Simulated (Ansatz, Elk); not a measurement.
# Ca2La: X-ray structure factors from the self-consistent density

Structure refinements treat a crystal as free atoms side by side. For a made-up structure of Ca2La (cell and positions from a PBE relaxation) the runs below show what the calculated density changes in F(hkl).

Main program and level: Elk 11.2.3 (patched build); DFT, PBE, all-electron APW+lo, Dirac cores, scalar-relativistic bands, static density, no spin.

This account leaves out most program logs.

The structure was built from a prototype and need not be the compound's stable phase.

**1. Set-up**

Symmetry: P6/mmm, No. 191, hexagonal system. The conventional cell has a = 6.158 Å, b = 6.158 Å, c = 3.651 Å, α = 90.00°, β = 90.00°, γ = 120.00°. La has 2 La at 3.65 Å and 12 Ca at 4.00 Å nearest. Ca has 5 Ca at 3.56 to 3.65 Å and 6 La at 4.00 Å nearest. Farther neighbours are not listed.

**2. Ground state and structure factors**

An all-electron density is needed, since X-rays see the cores too. Task 0 finds the density and task 195 Fourier-transforms it; tshift is off so that phases refer to the origin typed.

elk.in

```
tasks
  0
  195

xctype
  20

spinpol
  .false.

rgkmax
  7.0

gmaxvr
  14.0

lmaxo
  7

lmaxapw
  8

swidth
  0.002

tshift
  .false.

ramdisk
  .false.

hmaxvr
  5.5

maxscl
  120

epspot
  1e-06

sppath
  './'

avec
  11.63756470943 0.00000000000 0.00000000000
  -5.81878235472 10.07842667655 0.00000000000
  0.00000000000 0.00000000000 6.90025987058

atoms
  2
  'La.in'
  1
  -0.0000000000 -0.0000000000 0.0000000000   0.000000 0.000000 0.000000
  'Ca.in'
  2
  0.6666666667 0.3333333333 0.5000000000   0.000000 0.000000 0.000000
  0.3333333333 0.6666666667 0.5000000000   0.000000 0.000000 0.000000

ngridk
  4 4 6
```

Command:

```
OMP_NUM_THREADS=4 elk
```

Run time: 16 s. Hardware: 4 threads of Arm Neoverse V2, shared host; peak memory 0.18 GiB.

SFACRHO.OUT:

```text

h k l indices transformed by vhmat matrix:
   1.000000000       0.000000000       0.000000000    
   0.000000000       1.000000000       0.000000000    
   0.000000000       0.000000000       1.000000000    

      h      k      l  multipl.   |H|            Re(F)            Im(F)           |F|

      0      0      0      1   0.0000000       97.000000      0.25789065E-16   97.000000    
     -1      0      0      6  0.62342918       34.997296      -0.0000000       34.997296    
      0      0      1      2  0.91057227       16.991188      0.18113327E-13   16.991188    
     -2      1      0      6   1.0798110       78.421607     -0.24836667E-15   78.421607    
     -1      1     -1     12   1.1035424       62.677788      0.16847358E-13   62.677788    
     -2      0      0      6   1.2468584       31.382861      -0.0000000       31.382861    
      1     -2      1     12   1.4124920       16.405036     -0.22492399E-14   16.405036    
      0      2     -1     12   1.5439552       56.740582      0.56157859E-14   56.740582    
      1     -3      0     12   1.6494386       29.129027     -0.11231572E-13   29.129027    
      0      0      2      2   1.8211445       65.411542     -0.28632765E-13   65.411542    
      3     -3      0      6   1.8702875       64.634193      0.19477358E-15   64.634193    
     -2     -1      1     24   1.8840885       52.313223     -0.56157859E-14   52.313223    
      0     -1     -2     12   1.9248978       27.801070     -0.25271037E-13   27.801070    
      0      3     -1     12   2.0801724       15.688684     -0.79535830E-14   15.688684    
     -1      2      2     12   2.1172055       60.851755     -0.39788776E-13   60.851755    
      2     -4      0      6   2.1596220       60.179288      0.19841016E-13   60.179288    
      2     -2     -2     12   2.2070848       26.576106     -0.22463144E-13   26.576106    
      4     -1      0     12   2.2478059       26.372765      -0.0000000       26.372765
```

Elk indexes on the primitive cell of elk.in and gives |H| = 4π sin θ/λ in inverse bohr. Below, one row stands for each form hkl of the conventional cell (m members, Friedel mates merged), F is for one primitive cell and the density is static (no thermal factor). Free-atom factors are Waasmaier and Kirfel's, and R is Σm||F|−|F'||/Σm|F|.

```csv
hkl,m,sin θ/λ (Å⁻¹),"abs F, DFT",neutral atoms,diff.
100,6,0.094,34.997,34.866,+0.131
001,2,0.137,16.991,17.171,-0.180
110,6,0.162,78.422,78.419,+0.002
101,12,0.166,62.678,62.718,-0.041
200,6,0.188,31.383,31.388,-0.005
111,12,0.212,16.405,16.489,-0.084
201,12,0.232,56.741,56.594,+0.146
210,12,0.248,29.129,29.169,-0.040
002,2,0.274,65.412,65.348,+0.064
300,6,0.281,64.634,64.555,+0.079
211,24,0.283,52.313,52.222,+0.091
102,12,0.289,27.801,27.804,-0.003
301,12,0.313,15.689,15.694,-0.005
112,12,0.318,60.852,60.772,+0.080
```

**3. The highest occupied states alone**

An energy window below the Fermi level keeps the highest occupied states, to see at which angles they scatter; shallow core shells can lie inside it and anion s states outside. No new self-consistency is needed.

Changes to elk.in since step 2:

```diff
@@ -1,3 +1,2 @@
 tasks
-  0
   195
@@ -40,2 +39,5 @@
 
+wsfac
+  -0.199500 0.467990
+
 sppath
```

Command:

```
OMP_NUM_THREADS=4 elk
```

Wall time 9.2 s (4 threads); peak memory 0.17 GiB; 11 s of CPU time.

States within 10 eV below the Fermi level hold 7.00 electrons; any levels below the window count with the cores. Their amplitudes can exceed the total, where window and core parts have opposite phase:

```csv
hkl,sin θ/λ (Å⁻¹),"abs F, window","abs F, all"
100,0.094,0.488,34.997
001,0.137,0.060,16.991
110,0.162,0.065,78.422
101,0.166,0.035,62.678
200,0.188,0.095,31.383
111,0.212,0.005,16.405
201,0.232,0.158,56.741
210,0.248,0.042,29.129
002,0.274,0.125,65.412
300,0.281,0.147,64.634
```

**4. Another functional**

The difference from free atoms is small, so it is set against the change that PBEsol makes.

Changes to elk.in since step 3:

```diff
@@ -1,2 +1,3 @@
 tasks
+  0
   195
@@ -4,3 +5,3 @@
 xctype
-  20
+  22
 
@@ -39,5 +40,2 @@
 
-wsfac
-  -0.199500 0.467990
-
 sppath
```

Command:

```
OMP_NUM_THREADS=4 elk
```

The job ended after 16 s (4 threads; peak memory 0.18 GiB; 31 s of CPU time).

Against the first run R = 0.02 %; the largest change is -0.014 at 201.

**5. Basis size**

A smaller basis shows how fast F responds to it; the change is likely larger than the basis error of the first run, but doesn't show convergence.

Changes to elk.in since step 4:

```diff
@@ -5,3 +5,3 @@
 xctype
-  22
+  20
 
@@ -11,3 +11,3 @@
 rgkmax
-  7.0
+  5.5
```

Command:

```
OMP_NUM_THREADS=4 elk
```

Elapsed: 15 s, on 4 threads; peak memory 0.17 GiB.

Against the first run R = 0.01 %; the largest change is +0.045 at 220.

**6. A coarser k-mesh**

About half the k-points along each axis test the sampling.

Changes to elk.in since step 5:

```diff
@@ -11,3 +11,3 @@
 rgkmax
-  5.5
+  7.0
 
@@ -59,2 +59,2 @@
 ngridk
-  4 4 6
+  2 2 3
```

Command:

```
OMP_NUM_THREADS=4 elk
```

It took 14 s on 4 threads; peak memory 0.17 GiB.

Against the first run R = 0.01 %; the largest change is -0.098 at 001.

**7. Settings against the effect**

```csv
run,R against the first run (%),"R against neutral atoms, low angle (%)",wall time
"PBE, rgkmax 7",0.00,0.16,16 s
PBEsol,0.02,0.14,16 s
rgkmax 5.5,0.01,0.16,15 s
k-mesh 2×2×3,0.01,0.18,14 s
```

**8. Outcome**

```json
{"R against neutral atoms, sin θ/λ < 0.3 Å⁻¹": "0.16 %", "R against neutral atoms, 0.3 to 0.83 Å⁻¹": "0.10 %"}
```

**Reading.** Independent neutral atoms miss the calculated amplitudes by R = 0.16 % below 0.3 Å⁻¹ and 0.10 % from there to 0.83 Å⁻¹; by shells, 0.47 % below 0.15 Å⁻¹ (2 forms), 0.14 % 0.15 to 0.3 (10 forms), 0.05 % 0.3 to 0.45 (19 forms), 0.11 % above 0.45 (113 forms). Bonding, aspherical density and the tables' own atoms all enter these figures, and the runs don't part them. The largest change of an amplitude is -0.18 electrons, at 001. The window's part falls from 7.0 electrons at the origin to at most 0.05 between 0.45 and 0.83 Å⁻¹. Below 0.3 Å⁻¹ the changes that finished (PBEsol, rgkmax 5.5 and k-mesh 2×2×3) move F by R = 0.04 % at most, against the 0.16 % that separates it from free atoms. A single amplitude moves by up to 0.10 electrons, against 0.18 for the largest difference from free atoms. Part of the difference isn't bonding: the tables are fits to free atoms and ions calculated by other methods than this functional. Thermal motion, anomalous dispersion and extinction are left out.

[Logs are printed without paths, hosts, clocks, repeated set-up lines and the standing remarks that a program may print on its own settings, such as how far it seeks lower states.]

[Hosts, paths, dates, database ids (printed as entryN), source tags and the programs' standing remarks are cut or masked in the printed files.]
